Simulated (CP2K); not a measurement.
Consider thiophene dioxide at its PBE geometry (Å).

```xyz
11

O     2.0447    0.2663    1.2593
S     1.3203   -0.1104    0.0522
O     2.0463   -0.6135   -1.1070
C     0.2070    1.1956   -0.4491
C    -1.0617    0.7837   -0.3070
C    -1.1971   -0.5940    0.2192
C    -0.0291   -1.2073    0.4634
H     0.5995    2.1401   -0.8142
H    -1.9302    1.3909   -0.5562
H    -2.1713   -1.0492    0.3890
H     0.1715   -2.2020    0.8502
```

Method: CP2K XAS_TDP, all-electron GAPW, PBEh(45%), aug-cc-pVDZ, TDA, no relativity.

Question: Where do the C K-edge lines lie, and how strong are they?

Leading lines: C4 280.67 eV and C5 280.80 eV. The leading line of an atom is its first one with 35 % of the strongest within 2.5 eV of its lowest line over the strength cut. 

The first six lines of each atom with a strength over 0.0015:

```
                              atom  energy (eV)  states  strength, one atom
C4 (bonded to C, S and H), 2 alike       280.67       1              0.0433
                                         285.12       1              0.0427
                                         285.29       1              0.0075
                                         285.77       1              0.0067
                                         286.12       1              0.0024
                                         286.38       1              0.0030
 C5 (bonded to 2 C and H), 2 alike       280.80       1              0.0431
                                         284.80       1              0.0186
                                         285.12       1              0.0127
                                         286.56       1              0.0019
                                         286.83       1              0.0071
                                         286.92       1              0.0031
```

Lines are vertical, at one geometry, with no vibrational structure. Without a correction of the core level, line positions, and the gaps between valence and Rydberg lines, follow the share of exact exchange. At this level such K lines come out 3 to 6 eV under measured ones. These values hold no scalar relativity, about 0.1 eV for C 1s. Rydberg lines, and the discretised continuum above threshold, depend on the basis and the box.

[Banner, clock and machine lines of the logs are left out without a mark of their own.]

[Logs are printed without paths, hosts, clocks, repeated set-up lines and the standing remarks that a program may print on its own settings, such as how far it seeks lower states.]

[Hosts, paths, dates, database ids (printed as entryN), source tags and the programs' standing remarks are cut or masked in the printed files.]
